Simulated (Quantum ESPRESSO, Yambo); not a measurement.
An input for Quantum ESPRESSO 7.5 (LuBi2O4Cl (P4/mmm)):

```
&control
  calculation = 'scf'
  prefix = 'x'
  outdir = 'o'
  pseudo_dir = 'pseudo'
/
&system
  ibrav = 0
  nat = 8
  ntyp = 4
  ecutwfc = 92.0
  nbnd = 59
  force_symmorphic = .true.
/
&electrons
  conv_thr = 1e-10
  electron_maxstep = 80
  mixing_beta = 0.5
/
ATOMIC_SPECIES
  Lu 174.97 Lu.upf
  Bi 208.98 Bi.upf
  Cl 35.45 Cl.upf
  O 15.999 O.upf
CELL_PARAMETERS angstrom
  3.8232000000 0.0000000000 0.0000000000
  0.0000000000 3.8232000000 0.0000000000
  0.0000000000 0.0000000000 8.8560000000
ATOMIC_POSITIONS crystal
  Lu 0.0000000000 0.0000000000 0.0000000000
  Bi 0.5000000000 0.5000000000 0.7193000000
  Bi 0.5000000000 0.5000000000 0.2807000000
  Cl 0.0000000000 0.0000000000 0.5000000000
  O 0.5000000000 0.0000000000 0.8480000000
  O 0.0000000000 0.5000000000 0.8480000000
  O 0.5000000000 0.0000000000 0.1520000000
  O 0.0000000000 0.5000000000 0.1520000000
K_POINTS automatic
  6 6 4 0 0 0
```

```sh
OMP_NUM_THREADS=1 mpirun -n 8 pw.x -nk 8 -in pw.in > pw.out
```

**Question.** Estimate wall time and host memory on 8 MPI ranks of Arm Neoverse V2, shared host.

It took 86 s; on shared hardware allow 43 s to 2.9 min. Peak host memory was 1.7 GiB.

[Paths, hosts, dates, memory and timing lines, banners, echoed tables and standing remarks are left out of the program output.]

[Logs are printed without paths, hosts, clocks, repeated set-up lines and the standing remarks that a program may print on its own settings, such as how far it seeks lower states.]

[Runs of the session that timed out or met a known fault of the program may be left out.]

[Hosts, paths, dates, database ids (printed as entryN), source tags and the programs' standing remarks are cut or masked in the printed files.]
